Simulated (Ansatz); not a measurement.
# Tl2Se (model cell, started as cuprite): relaxing the cell for a phonon run, part 2 of 2

Task: relax Tl2Se (model cell, started as cuprite) tightly.

Ansatz 0.2.0; DFT PBEsol, scalar-relativistic, plane waves, PAW.

So far. Step 2 (Probe on a coarse mesh): The coarse mesh shows a gap of 0.20 eV and a pressure of -0.8 GPa. The relaxed cell has a = 6.874 Å (conventional setting).

The structure was built from a prototype and need not be the compound's stable phase.

## Step 4: Relaxation, smearing width 0.1 eV (continued)

Valence density in the ac plane at fractional y = 0.250, with atoms of Tl within 0.2 Å of it. It is the smooth field of the valence electrons, not physical close to the nuclei.

Ten steps, logarithmic in the rise over the least value, from '_' (0.0 e/Å³) to '@' (7.8 e/Å³), each cell a mean:
```
....____________________....::........
..____________________..::--====--::..
____________________..::==**##**==--..
____________________..--**%%@@%%**==..
____________________..==**@@@@@@##==::
____________________..--**%%@@%%**--..
____________________..::==******==::..
__________________......::--==--::..__
________________..................____
________................______________
____..::----::........________________
__..::==++++==--....__________________
__::==**%%%%**==::..__________________
..::++%%@@@@%%++--..__________________
..::++%%@@@@%%++--..__________________
..::==**%%%%**==::____________________
....--==++++==::..____________________
......::::::::..____________________..
............______________________....
```
Columns run along a (6.9 Å), rows up along c (6.9 Å). Atoms in or near the plane, at fractional coordinates: Tl at (0.25, 0.25), Tl at (0.75, 0.75).

Electrostatic potential energy in the ac plane at fractional y = 0.250, with atoms of Tl within 0.2 Å of it. With pseudopotentials it is smooth inside the atoms' cores, unlike the true potential.

Ten even steps from '_' (-42 eV) to '@' (7 eV), each cell a mean:
```
@@@@@@@@@@@@@@@@@@@@@@@@@@@@@@@@@@@@@@
@@@@@@@@@@@@@@@@@@@@@@@@%%##**##%%@@@@
@@@@@@@@@@@@@@@@@@@@@@%%**::..::**%%@@
@@@@@@@@@@@@@@@@@@@@@@##::______::##@@
@@@@@@@@@@@@@@@@@@@@@@##..______..**@@
@@@@@@@@@@@@@@@@@@@@@@##--______::##@@
@@@@@@@@@@@@@@@@@@@@@@%%**--..::**%%@@
@@@@@@@@@@@@@@@@@@@@@@@@%%######%%@@@@
@@@@@@@@@@@@@@@@@@@@@@@@@@@@@@@@@@@@@@
@@@@@@@@@@@@@@@@@@@@@@@@@@@@@@@@@@@@@@
@@@@@@%%%%%%%%@@@@@@@@@@@@@@@@@@@@@@@@
@@@@%%**====**%%@@@@@@@@@@@@@@@@@@@@@@
@@%%**::____::**%%@@@@@@@@@@@@@@@@@@@@
@@%%==________==%%@@@@@@@@@@@@@@@@@@@@
@@%%==________==%%@@@@@@@@@@@@@@@@@@@@
@@@@**::____::**%%@@@@@@@@@@@@@@@@@@@@
@@@@%%**====**%%@@@@@@@@@@@@@@@@@@@@@@
@@@@@@@@%%%%%%@@@@@@@@@@@@@@@@@@@@@@@@
@@@@@@@@@@@@@@@@@@@@@@@@@@@@@@@@@@@@@@
```
Columns run along a (6.9 Å; values clipped at the 3rd and 97th percentile), rows up along c (6.9 Å). Atoms in or near the plane, at fractional coordinates: Tl at (0.25, 0.25), Tl at (0.75, 0.75).

In this step the volume went from 54.14 to 54.14 Å³/atom.

## Step 5: Tight relaxation

Phonons need a cell at rest on their own settings, so the relaxation is repeated with tight tolerances on forces and stress on the k mesh and occupations of the first response run.

Input file input.yaml:

```yaml
crystal:
  lattice:
    - [6.8743487558, 0.0, 0.0]
    - [0.0, 6.8743487558, 0.0]
    - [0.0, 0.0, 6.8743487558]
  atoms:
    - { symbol: Se, position: [0.0, 0.0, 0.0] }
    - { symbol: Se, position: [0.5, 0.5, 0.5] }
    - { symbol: Tl, position: [0.25, 0.25, 0.25] }
    - { symbol: Tl, position: [0.75, 0.75, 0.25] }
    - { symbol: Tl, position: [0.75, 0.25, 0.75] }
    - { symbol: Tl, position: [0.25, 0.75, 0.75] }
kpoints:
  mp_grid: { grid: [6, 6, 6] }
hamiltonian:
  xc: pbesol
scf:
  occupations: { method: methfessel_paxton, width: 0.2 }
output:
  forces: true
  stress: true
  eigenvalues: true
relax:
  adjacent_minimum: "off"
  f_tol: 0.001
  max_steps: 60
  cell: { stress_tol: 0.01 }
```

Started as:

```console
> ansatz run input.yaml --threads 8 --pin off --max-ram 14336MiB --backend cpu --events-out ev --progress --plain --runs-dir out
```

Numbers of over 12 decimals in the logs are rounded to 6 here.

What it wrote:

```text
[...]
Crystal: 6 atoms, lattice volume = 324.859 Å³
Basis set: ecut = 420 eV, 6355 PW (Γ), exchange–correlation on 96×96×96 points (8 copies of the dense FFT grid, shifted against one another)
Bands: 51, of which v1, the nominal top of the filled ones, is band 42 counted from 1 (41 counted from 0)
Symmetry: 48 space group operations
[...]
k-points: 20 of 216
[...]
cell:  # Å, volume = 324.6107 Å³
    - [6.872598, 0, 0]
    - [0, 6.872598, 0]
    - [0, 0, 6.872598]
  atoms:
    - { symbol: Se, position: [0, 0, 0] }
    - { symbol: Se, position: [0.5, 0.5, 0.5] }
    - { symbol: Tl, position: [0.25, 0.25, 0.25] }
    - { symbol: Tl, position: [0.750000, 0.750000, 0.25] }
    - { symbol: Tl, position: [0.750000, 0.25, 0.750000] }
    - { symbol: Tl, position: [0.25, 0.750000, 0.750000] }
[key lines of the parts left out:]
SCF converged after 5 iterations
Free energy (F): -56029.369451 eV
Fermi energy:    3.007523 eV
P = ⅓ Tr σ = -0.0084 GPa (-0.084 kbar)
```

Elapsed: 6.9 s, on 8 threads of Arm Neoverse V2, shared host; peak memory 1.1 GiB; 52 s of CPU time.

Little changed from the start: no atom moved by 0.005 Å and no cell edge by 0.1 %.

Numbers from this step:

```
pressure        : -0.008409 GPa
volume per atom : 54.10 Å³
```

The forces vanish by symmetry and the pressure is -0.008 GPa, within the tolerances set. The cell now holds 54.10 Å³/atom.

## Step 6: What came out

| Property | Result |
| --- | --- |
| space group after relaxation (within 0.01 Å) | Pn-3m |
| lattice constant a | 6.873 Å |
| lattice constant b | 6.873 Å |
| lattice constant c | 6.873 Å |
| volume per atom | 54.1 Å³ |

The forces vanish by symmetry and the pressure is -0.008 GPa, within the tolerances set. The cell now holds 54.10 Å³/atom. The relaxation keeps the symmetry of its start, so it says nothing on stability against lower symmetry. Spin-orbit coupling is left out, which can matter for the heavy elements here. The starting cell was built on a prototype and not taken from a measurement, so the phase need not exist.

[Logs are printed without paths, hosts, clocks, repeated set-up lines and the standing remarks that a program may print on its own settings, such as how far it seeks lower states.]

[Hosts, paths, dates, database ids (printed as entryN), source tags and the programs' standing remarks are cut or masked in the printed files.]
